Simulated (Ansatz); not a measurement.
# What SbP (model cell, started as CsCl type) distorts into

Wanted: the energy along a soft mode of SbP (model cell, started as CsCl type) and the structure at the end.

Calculated with Ansatz 0.2.0; DFT PBEsol, scalar-relativistic, plane waves, PAW.

The structure was built from a prototype and need not be the compound's stable phase.

## 1. Set-up

The structure is cubic, space group Pm-3m (No. 221). Conventional cell: a = 3.407 Å, b = 3.407 Å, c = 3.407 Å, α = 90.00°, β = 90.00°, γ = 90.00°. Nearest to Sb lie 8 P at 2.95 Å. P has 8 Sb at 2.95 Å nearest. Farther neighbours are not listed.

As a file:

```cif
data_structure
_symmetry_space_group_name_H-M 'P 1'
_symmetry_Int_Tables_number 1
_cell_length_a 3.4073
_cell_length_b 3.4073
_cell_length_c 3.4073
_cell_angle_alpha 90.000
_cell_angle_beta 90.000
_cell_angle_gamma 90.000
_cell_volume 39.56
loop_
_atom_site_label
_atom_site_type_symbol
_atom_site_fract_x
_atom_site_fract_y
_atom_site_fract_z
_atom_site_occupancy
Sb1 Sb 0.00000 0.00000 0.00000 1
P2 P 0.50000 0.50000 0.50000 1
```

## 2. Response at finite wavevector

The cell comes from relaxations at this level that are not shown. Stability and thermal properties need the whole zone. Linear response on a 4×4×4 q mesh gives force constants as far as a supercell of that size would.

Contents of input.yaml:

```yaml
crystal:
  lattice:
    - [3.4073349826, 0.0, 0.0]
    - [0.0, 3.4073349826, 0.0]
    - [0.0, 0.0, 3.4073349826]
  atoms:
    - { symbol: Sb, position: [0.0, 0.0, 0.0] }
    - { symbol: P, position: [0.5, 0.5, 0.5] }
kpoints:
  mp_grid: { grid: [12, 12, 12] }
hamiltonian:
  xc: pbesol
scf:
  occupations: { method: methfessel_paxton, width: 0.15 }
output:
  eigenvalues: true
phonons:
  method: dfpt
  qmesh: [4, 4, 4]
  temperatures: { t_max: 1000, t_step: 50 }
  qpath:
    path:
      - [[0.0, 0.0, 0.0], [0.0, 0.5, 0.0], [0.5, 0.5, 0.0], [0.0, 0.0, 0.0], [0.5, 0.5, 0.5], [0.0, 0.5, 0.0]]
      - [[0.5, 0.5, 0.5], [0.5, 0.5, 0.0]]
    npoints: 10
```

Run with:

```
ansatz run input.yaml --threads 4 --pin off --max-ram 7168MiB --backend cpu --events-out ev --progress --plain --runs-dir out
```

Numbers of over 12 decimals in the logs are rounded to 6 here.

What it wrote:

```text
Engine: ansatz 0.2.0, aarch64-unknown-linux-gnu
Pseudopotentials: kind: paw
Pseudopotential: Sb, paw, valence charge 15, recommended cutoff 420 eV (normal), Sb.paw.azcp
Pseudopotential: P, paw, valence charge 5, recommended cutoff 420 eV (normal), P.paw.azcp
Functional definition: PBEsol
  exchange = pbesol_x
  correlation = pbesol_c
Crystal: 2 atoms, lattice volume = 39.559 Å³
Basis set: ecut = 420 eV, 751 PW (Γ), exchange–correlation on 48×48×48 points (8 copies of the dense FFT grid, shifted against one another)
Bands: 14, of which v1, the nominal top of the filled ones, is band 10 counted from 1 (9 counted from 0)
Symmetry: 48 space group operations
k-points: 84 of 1728
Non-local potential: Sb, projectors of the file, l = 0: 2, l = 1: 2, l = 2: 2, l = 3: 2
Non-local potential: P, projectors of the file, l = 0: 2, l = 1: 2, l = 2: 2
PAW form: soft (Blöchl's): semilocal exchange-correlation on the pseudo side does not see the compensation charge
PAW frozen core: Sb, regenerated for the run's functional, and the local potential with it (the file was generated under x = pbe(κ = 0.804, μ = 0.219515), c = pbe(β = 0.066725))
PAW frozen core: P, regenerated for the run's functional, and the local potential with it (the file was generated under x = pbe(κ = 0.804, μ = 0.219515), c = pbe(β = 0.066725))
PAW one-centre angular grid: Sb, 590 points (default); XC on 64 Gauss nodes
PAW one-centre angular grid: P, 110 points (default); XC on 64 Gauss nodes
Initial density: superposition of atomic densities (neutral atoms: chi_scale 0, normalization atom), corrected by the library's trained network
Initial wavefunctions: pseudopotential atomic-orbital guess
Functional: x = pbesol(κ = 0.804, μ = 0.123457), c = pbesol(β = 0.046)
SCF iter   1: F=—  HF=-7147.366550 eV  |F-HF|=—  |Δ(HF+E_count)|=         —  Δρ=7.32e-3  dr2=4.40e-2  ethr=1.77e-3  ⟨swp⟩=5.4  Hψ=6776  notcnv=0
preconditioner: auto → none  [metal: Δε(μ)=0.016 eV  Ē_g=9.622 eV  σ=0.150 eV  W_gap=0.09  n_scr=6 (ndim 8)  ℏωp=18.7 eV  f_vac=0.000  D(μ)=1.07/eV (n_scr^D=6)  sad-step TF]
SCF iter   2: F=—  HF=-7147.361218 eV  |F-HF|=—  |Δ(HF+E_count)|=   5.33e-3  S|Δr|=    0.00e0  Δρ=5.70e-3  dr2=2.81e-2  ethr=2.20e-4  ⟨swp⟩=1.0  Hψ=1849  notcnv=0
SCF iter   3: F=—  HF=-7147.354161 eV  |F-HF|=—  |Δ(HF+E_count)|=   7.06e-3  S|Δr|=    0.00e0  Δρ=1.84e-3  dr2=2.98e-3  ethr=1.40e-4  ⟨swp⟩=1.1  Hψ=1177  notcnv=0
SCF iter   4: F=—  HF=-7147.353588 eV  |F-HF|=—  |Δ(HF+E_count)|=   5.73e-4  S|Δr|=    0.00e0  Δρ=2.48e-4  dr2=2.84e-5  ethr=1.49e-5  ⟨swp⟩=2.0  Hψ=1477  notcnv=0
SCF iter   5: F=—  HF=-7147.353576 eV  |F-HF|=—  |Δ(HF+E_count)|=   1.23e-5  S|Δr|=    0.00e0  Δρ=7.58e-5  dr2=7.44e-7  ethr=1.42e-7  ⟨swp⟩=2.0  Hψ=2008  notcnv=0
SCF iter   6: F=—  HF=-7147.353575 eV  |F-HF|=—  |Δ(HF+E_count)|=   7.76e-7  S|Δr|=    0.00e0  Δρ=1.14e-5  dr2=1.06e-7  ethr=3.72e-9  ⟨swp⟩=2.0  Hψ=2033  notcnv=0
SCF iter   7: F=—  HF=-7147.353575 eV  |F-HF|=—  |Δ(HF+E_count)|=   2.80e-8  S|Δr|=    0.00e0  Δρ=1.78e-6  dr2=2.72e-9  ethr=5.30e-10  ⟨swp⟩=1.9  Hψ=1384  notcnv=0
SCF iter   8: F=—  HF=-7147.353575 eV  |F-HF|=—  |Δ(HF+E_count)|=  6.68e-10  S|Δr|=    0.00e0  Δρ=1.84e-7  dr2=2.08e-11  ethr=1.36e-11  ⟨swp⟩=2.0  Hψ=1469  notcnv=0
SCF iter   9: F=-7147.353575 eV  HF=-7147.353575 eV  |F-HF|=9.09e-13  |Δ(HF+E_count)|=  5.46e-12  S|Δr|=    0.00e0  Δρ=1.85e-8  dr2=1.46e-13  ethr=1.00e-12  ⟨swp⟩=8.0  Hψ=6127  notcnv=0
SCF 1 converged in 9 iterations: F = -7147.353575 eV  dr2 = 1.46e-13
  greatest PAW one-centre occupation: 0.997 electrons in one spin orbital (limit 2), on the Sb atom at site 0 (counted from 0), in its partial waves of l = 2
Initial density: read from a saved state, or passed on in memory by an earlier SCF of this step, an earlier step, the calling program or the single point that the run made first
iter 1 solved again at ethr=7.73e-8 eV; its pass at ethr=3.10e-3 eV (dr2=1.55e-5 eV) is discarded
SCF iter   1: F=—  HF=-7147.353576 eV  |F-HF|=—  |Δ(HF+E_count)|=         —  Δρ=6.76e-7  dr2=9.65e-11  ethr=7.73e-8  ⟨swp⟩=3.8  Hψ=10525  notcnv=0
eigensolver tolerance schedule: the retry pair's looser diagonalisation over-reported the residual by 160259.94 of it (diagonalisation noise at an unbounded share of the residual, at the tolerance the schedule requests for it); recorded, not acted on — ethr = c·dr2/N_el stays at c = 1.0e-1
preconditioner: auto → none  [metal: Δε(μ)=0.036 eV  Ē_g=9.624 eV  σ=0.150 eV  W_gap=0.20  n_scr=6 (ndim 8)  ℏωp=18.7 eV  f_vac=0.000  D(μ)=1.14/eV (n_scr^D=6)]
SCF iter   2: F=—  HF=-7147.353575 eV  |F-HF|=—  |Δ(HF+E_count)|=   5.41e-7  S|Δr|=    0.00e0  Δρ=5.36e-7  dr2=6.80e-11  ethr=1.00e-12  ⟨swp⟩=3.3  Hψ=2717  notcnv=0
SCF iter   3: F=—  HF=-7147.353575 eV  |F-HF|=—  |Δ(HF+E_count)|=  3.55e-11  S|Δr|=    0.00e0  Δρ=2.92e-7  dr2=1.88e-11  ethr=1.00e-12  ⟨swp⟩=1.0  Hψ=1182  notcnv=0
SCF iter   4: F=-7147.353575 eV  HF=-7147.353575 eV  |F-HF|=9.09e-12  |Δ(HF+E_count)|=  7.28e-12  S|Δr|=    0.00e0  Δρ=1.42e-7  dr2=3.96e-12  ethr=1.00e-12  ⟨swp⟩=4.3  Hψ=3618  notcnv=0
SCF 2 converged in 4 iterations: F = -7147.353575 eV  dr2 = 3.96e-12
phonons: the bands overlap, so this run is a metal and interpolates without the dipole-dipole term. If the crystal is really an insulator or semiconductor, its LO-TO splitting is missing
NSCF: frozen V_eff on 84 k-points
WARN: eigensolver did not converge in 3 slots of this pass, the one above among them; of largest residual over every band (k=81): 1 band(s) unlocked (lowest unlocked band 13, counted from 0; max residual 3.14e-5 eV among the unlocked bands, 3.14e-5 eV over every band); of lowest unlocked band (k=81): band 13
NSCF: frozen V_eff on 196 k-points
DFPT response loops at q = (0, 0, 0) (fractional): preconditioner auto → Kerker (q_TF=auto, 2.435 Å⁻¹) (partly filled bands, converged f_vac=0.000); β = 1.00, the filter's whole step (`scf.mixing.beta` (0.50) is not read by the response loops under this deck's `scf.mixing.preconditioner`; to damp them name `kerker` or `kerker_dos`, under which they read `scf.mixing.beta`, and type it under 1.00, their step now; both keys bind the ground state too); Broyden in place of MSR1
NSCF: frozen V_eff on 1176 k-points
DFPT response loops at q = (0, 0, 0.25) (fractional): mixed as the last ones told, above
NSCF: frozen V_eff on 686 k-points
DFPT response loops at q = (0, 0, -0.5) (fractional): mixed as the last ones told, above
NSCF: frozen V_eff on 2016 k-points
DFPT response loops at q = (0, 0.25, 0.25) (fractional): mixed as the last ones told, above
NSCF: frozen V_eff on 1176 k-points
DFPT response loops at q = (0, 0.25, -0.5) (fractional): mixed as the last ones told, above
NSCF: frozen V_eff on 686 k-points
DFPT response loops at q = (0, -0.5, -0.5) (fractional): mixed as the last ones told, above
NSCF: frozen V_eff on 1872 k-points
DFPT response loops at q = (0.25, 0.25, 0.25) (fractional): mixed as the last ones told, above
NSCF: frozen V_eff on 2016 k-points
DFPT response loops at q = (0.25, 0.25, -0.5) (fractional): mixed as the last ones told, above
NSCF: frozen V_eff on 1176 k-points
DFPT response loops at q = (0.25, -0.5, -0.5) (fractional): mixed as the last ones told, above
NSCF: frozen V_eff on 392 k-points
DFPT response loops at q = (-0.5, -0.5, -0.5) (fractional): mixed as the last ones told, above
SCF converged after 9 iterations
Stability not checked: this state was not tested for a lower state beside it, because cold or Methfessel-Paxton smearing, or corrected tetrahedra, fill the levels in a way that the test cannot read (fill_not_monotonic; see scf.lower_state_search)
Free energy (F): -7147.353575 eV
Harris-Foulkes:  -7147.353575 eV  (|F-HF|=9.09e-13)
Internal energy: -7147.353937 eV  (E = F + TS)
E sigma→0 (E₀):  -7147.353665 eV
Entropy (-TS):   0.000362 eV (0.181 meV/atom)
Fermi energy:    11.929160 eV
--- Per-component energies (eV) ---
  E_band       = -111.410793
  E_kinetic    = 276.930024
  E_local      = -1507.055897  (includes V_loc(G=0)·N_el)
  E_nonlocal   = 397.735419
  E_hartree    = 689.584063
  E_xc         = -198.916637
  E_vxc        = -157.891153  (∫ρ·V_xc dr)
  E_paw        = -5053.002691  (= ΣΔE_a)
  E_vpaw       = -500.297327  (= ΣTr[D̂ρ^β])
  E_aug_tail   = 0.000001  (compensation charges beyond the density's cutoff)
  E_ewald      = -1753.006171
  E_core_change = 0.377953  (= ΣΔE_core)
  E_smearing   = 0.000362  (= −TS)
  E_closure    = -0.000000  (closes the sum)
  Σ components = -7147.353575   (vs F -7147.353575, Δ=0.00e0)
--- Band table (eV; the first three rows and the last of 84) ---
  k-point 0: bands = [... 6 lower, 6.9155, 9.6852, 9.6852, 9.6852, 14.9456, 14.9456, 18.5027, 18.5027]
  k-point 1: bands = [... 6 lower, 6.4993, 9.7283, 9.7716, 9.7716, 15.0222, 15.4907, 18.1563, 18.1733]
  k-point 2: bands = [... 6 lower, 5.4795, 9.9138, 10.0284, 10.0284, 15.2511, 16.4087, 17.3301, 17.3301]
  k-point 83: bands = [... 6 lower, 5.0699, 8.5798, 8.5798, 8.5798, 8.7281, 8.7281, 8.7281, 28.0563]
--- Phonons (Γ-DFPT): 2 representative perturbations + reference (Σ response iterations 5) ---
  ASR residual: 2.507e-5 → 0.000e0 eV/Å²; symmetrization residual: 5.521e-6 eV/Å²
  ASR residual per site (eV/Å²): 1.69e-5 2.51e-5
  Γ frequencies (cm⁻¹): -45.15 -45.15 -45.15 0.00 0.00 0.00
--- Phonons (arbitrary-q DFPT): 10 irreducible q on the 4×4×4 mesh ---
  q = [0.0000, 0.0000, 0.0000] (star 1, of the zone-centre solve; hermiticity 5.96e-5, symmetrization 1.18e-10): -45.15 -45.15 -45.15 -0.00 -0.00 0.00
  q = [0.0000, 0.0000, 0.2500] (star 6, 4 solved perturbations in 1848 linear systems a pass and spin channel, the states on 588 of 1728 k-point pairs; hermiticity 6.48e-6, symmetrization 2.11e-12): -82.89 -82.89 38.33 38.33 55.53 114.69
  q = [0.0000, 0.0000, -0.5000] (star 3, 4 solved perturbations in 1078 linear systems a pass and spin channel, the states on 343 of 1728 k-point pairs; hermiticity 2.06e-8, symmetrization 1.06e-8): -29.74 -29.74 -17.21 -17.21 131.46 195.96
  q = [0.0000, 0.2500, 0.2500] (star 12, 4 solved perturbations in 3108 linear systems a pass and spin channel, the states on 1008 of 1728 k-point pairs; hermiticity 7.40e-6, symmetrization 8.90e-13): -82.68 -80.17 19.75 68.08 70.24 143.83
  q = [0.0000, 0.2500, -0.5000] (star 12, 6 solved perturbations on 588 of 1728 k-point pairs; hermiticity 3.03e-6, symmetrization 6.87e-9): -112.27 -45.45 63.75 94.07 114.13 154.09
  q = [0.0000, -0.5000, -0.5000] (star 3, 4 solved perturbations in 1078 linear systems a pass and spin channel, the states on 343 of 1728 k-point pairs; hermiticity 8.98e-7, symmetrization 1.91e-10): -150.84 -72.51 50.66 50.66 80.63 80.63
  q = [0.2500, 0.2500, 0.2500] (star 8, 2 solved perturbations on 936 of 1728 k-point pairs; hermiticity 7.66e-6, symmetrization 3.28e-12): 58.24 70.16 70.16 95.51 108.73 108.73
  q = [0.2500, 0.2500, -0.5000] (star 12, 4 solved perturbations in 3108 linear systems a pass and spin channel, the states on 1008 of 1728 k-point pairs; hermiticity 3.59e-6, symmetrization 6.18e-9): 39.57 71.24 78.51 105.00 135.95 150.44
  q = [0.2500, -0.5000, -0.5000] (star 6, 4 solved perturbations in 1848 linear systems a pass and spin channel, the states on 588 of 1728 k-point pairs; hermiticity 7.43e-7, symmetrization 2.04e-8): 48.48 91.21 91.21 96.93 122.23 122.23
  q = [-0.5000, -0.5000, -0.5000] (star 1, 2 solved perturbations on 196 of 1728 k-point pairs; hermiticity 1.73e-10, symmetrization 8.63e-11): 105.29 105.29 105.29 181.75 181.75 181.75
  sum rule: each row above includes the acoustic sum rule's correction from the zone centre's row sums; it moved no ω² by more than (0.47 cm⁻¹)²
  mesh force constants: q→R imaginary residual 6.77e-19; ASR residual 2.507e-5 → 0.000e0 eV/Å²; symmetrization residual 1.776e-15 eV/Å²
  interpolated dispersion: 62 rows × 6 modes
  density of states and harmonic sums: on the 20×20×20 q-mesh, interpolated from the force constants of a 4×4×4 supercell (no non-analytic term)
  largest difference from the sums on the solved wave vectors: F 1.02e-2 eV, S 2.06e-5 and C_V 1.03e-5 eV/K
  zero-point energy: 0.025650 eV/cell   skipped modes (ω ≤ 0): 419, of them read as no rigid motion or as one in doubt: 416 (1.432e0 modes/cell left out, lowest -150.84 cm⁻¹)   left out of the sums: 2.39e-1 of the cell's modes: C_V's classical limit lies that fraction below 3 k_B per atom; for a crystal, a wire or a layer, F and S can be off by more, and a phonons.interpolated_qmesh denser along its periods is the remedy for the sampling
```

It took 2.5 min on 4 threads of Arm Neoverse V2, shared host; peak memory 1.6 GiB.

The column dr2 measures how far the density is from self-consistency, as an energy; F and HF (Harris–Foulkes) agree once it is small.

Numbers from this step:

* volume per atom: 19.78 Å³
* gap on the k-mesh: 0 eV
* sum-rule residual before enforcement: 2.51e-5 eV/Å²
* lowest frequency on the path: -150.8 cm⁻¹
* point group: m-3m
* highest frequency on the path or at a solved wavevector: 196 cm⁻¹
* highest optical mode at the zone centre (no LO-TO term): -45.15 cm⁻¹
* lowest optical zone-centre mode: -45.15 cm⁻¹
* lowest mode on the q mesh (acoustic modes at Γ apart): -150.8 cm⁻¹

Frequencies (cm⁻¹) solved at each irreducible wavevector; negative means imaginary. Frequencies by wavevector, by row:

| q in reciprocal lattice units | star | mode 1 | mode 2 | mode 3 | mode 4 | mode 5 | mode 6 |
| --- | --- | --- | --- | --- | --- | --- | --- |
| 0 0 0 | 1 | -45.1 | -45.1 | -45.1 | 0 | 0 | 0 |
| 0 0 0.25 | 6 | -82.9 | -82.9 | 38.3 | 38.3 | 55.5 | 114.7 |
| 0 0 -0.5 | 3 | -29.7 | -29.7 | -17.2 | -17.2 | 131.5 | 196 |
| 0 0.25 0.25 | 12 | -82.7 | -80.2 | 19.8 | 68.1 | 70.2 | 143.8 |
| 0 0.25 -0.5 | 12 | -112.3 | -45.5 | 63.8 | 94.1 | 114.1 | 154.1 |
| 0 -0.5 -0.5 | 3 | -150.8 | -72.5 | 50.7 | 50.7 | 80.6 | 80.6 |
| 0.25 0.25 0.25 | 8 | 58.2 | 70.2 | 70.2 | 95.5 | 108.7 | 108.7 |
| 0.25 0.25 -0.5 | 12 | 39.6 | 71.2 | 78.5 | 105 | 135.9 | 150.4 |
| 0.25 -0.5 -0.5 | 6 | 48.5 | 91.2 | 91.2 | 96.9 | 122.2 | 122.2 |
| -0.5 -0.5 -0.5 | 1 | 105.3 | 105.3 | 105.3 | 181.8 | 181.8 | 181.8 |

Interpolated from a 4×4×4 q mesh. Phonon branches along the path, in cm⁻¹:

| point | branch 1 | branch 2 | branch 3 | branch 4 | branch 5 | branch 6 |
| --- | --- | --- | --- | --- | --- | --- |
| Γ | -45 | -45 | -45 | 0 | 0 | 0 |
| halfway | -83 | -83 | 38 | 38 | 56 | 115 |
| X | -30 | -30 | -17 | -17 | 132 | 196 |
| halfway | -112 | -46 | 64 | 94 | 114 | 154 |
| M | -151 | -72 | 51 | 51 | 81 | 81 |
| halfway | -83 | -80 | 20 | 68 | 70 | 144 |
| Γ | -45 | -45 | -45 | 0 | 0 | 0 |
| halfway | 58 | 70 | 70 | 96 | 109 | 109 |
| R | 105 | 105 | 105 | 182 | 182 | 182 |
| halfway | 40 | 71 | 78 | 105 | 136 | 150 |
| X | -30 | -30 | -17 | -17 | 132 | 196 |
| jump to R | 105 | 105 | 105 | 182 | 182 | 182 |
| halfway | 48 | 91 | 91 | 97 | 122 | 122 |
| M | -151 | -72 | 51 | 51 | 81 | 81 |

The phonon branches as a text plot (rows in cm⁻¹):

```
    189 |      ****                           **       ***
    174 |          *                         *  **    *   *
    160 |     *                            **    **  *     *
    145 |    *            ****              *     ***       *
    131 |      **** *                    **       * *  ***  *
    117 |   *      * *   *    *            *         **      *
    102 |     *     *                  **** *********     ****
     88 |    *     ********    *     **  ****    ***  *    * ****
     73 |         * *** *  ***      *  **  *      * **      * *
     59 |  **      *    **    * *    ** ***        *  **       **
     44 | * ***   *    *  *    *    ****            *  *     *
     30 |  *   *              **** **                *
     15 |**                  *   * *                 *  *
      1 |        *                *
    -14 |       **              *                     ****
    -28 |       * *        **      *   *              *  *
    -42 |***   * * *       **    **                    **     *
    -57 | *         **   **      * *                           *
    -71 |  *  *   *   ***     ***                               *
    -86 |   **               *  *   ***                       *
   -100 |          *       ** **
   -115 |                 *
   -129 |           *                                          *
   -144 |            *****                                      *
         Γ      X      M          Γ            R        X|R     M
```

Symmetry leaves 10 wavevectors to solve. The lowest mode among them, the acoustic zeros apart, lies at q = (0, -0.5, -0.5) and is imaginary, 150.8i cm⁻¹, so the energy falls along it.

## 3. The mode frozen in, largest atomic shift 0 Å

The mode followed lies at q = (0, -0.5, -0.5) with frequency 150.8i cm⁻¹, the softest among the wavevectors solved. At small amplitude the distorted cell has space group no. 129 by a symmetry search on the positions. The undistorted cell that holds it gives the zero of energy on the same k mesh.

System of this step: SbP (model cell, started as CsCl type). It takes space group Pm-3m (No. 221, cubic). The conventional cell has a = 3.407 Å, b = 3.407 Å, c = 3.407 Å, α = 90.00°, β = 90.00°, γ = 90.00°. Sb has 8 P at 2.95 Å nearest. Nearest to P lie 8 Sb at 2.95 Å. Farther neighbours are not listed.

Contents of input.yaml:

```yaml
crystal:
  lattice:
    - [-3.4073349826, 0.0, 0.0]
    - [0.0, -3.4073349826, -3.4073349826]
    - [0.0, -3.4073349826, 3.4073349826]
  atoms:
    - { symbol: Sb, position: [0.0, 0.5, 0.5] }
    - { symbol: Sb, position: [0.0, 0.0, 0.0] }
    - { symbol: P, position: [0.5, 1.0, 0.5] }
    - { symbol: P, position: [0.5, 0.5, 0.0] }
kpoints:
  mp_grid: { grid: [12, 8, 8] }
hamiltonian:
  xc: pbesol
scf:
  occupations: { method: methfessel_paxton, width: 0.15 }
output:
  forces: true
  stress: true
  eigenvalues: true
```

What it wrote:

```text
[...]
Crystal: 4 atoms, lattice volume = 79.118 Å³
Basis set: ecut = 420 eV, 1519 PW (Γ), exchange–correlation on 48×72×72 points (8 copies of the dense FFT grid, shifted against one another)
Bands: 24, of which v1, the nominal top of the filled ones, is band 20 counted from 1 (19 counted from 0)
Symmetry: 32 space group operations
[...]
k-points: 105 of 768
[...]
k-point 0: bands = [... 16 lower, 9.6881, 9.6887, 9.6887, 12.8259, 14.9464, 14.9464, 15.6036, 16.3094, ... 4 higher]
  k-point 1: bands = [... 16 lower, 9.3411, 9.7851, 10.1274, 12.7440, 15.1756, 15.3714, 15.4285, 15.7968, ... 4 higher]
  k-point 2: bands = [... 16 lower, 8.5658, 10.0721, 10.9989, 12.4144, 14.8336, 15.1306, 15.6464, 16.3542, ... 4 higher]
  k-point 104: bands = [... 16 lower, 5.3931, 5.3931, 12.8284, 12.8284, 15.6004, 15.6004, 16.3079, 16.3079, ... 4 higher]
[key lines of the parts left out:]
SCF converged after 6 iterations
Free energy (F): -14294.690586 eV
Fermi energy:    11.901665 eV
P = ⅓ Tr σ = -0.0077 GPa (-0.077 kbar)
```

Elapsed: 3.6 s, on 4 threads; peak memory 0.48 GiB.

Numbers from this step:

- pressure: -0.007657 GPa
- energy from the undistorted cell: 0 meV/atom

The run ends at a pressure of -0.01 GPa.

(Continued in part 2 of 2.)

[Logs are printed without paths, hosts, clocks, repeated set-up lines and the standing remarks that a program may print on its own settings, such as how far it seeks lower states.]

[Hosts, paths, dates, database ids (printed as entryN), source tags and the programs' standing remarks are cut or masked in the printed files.]
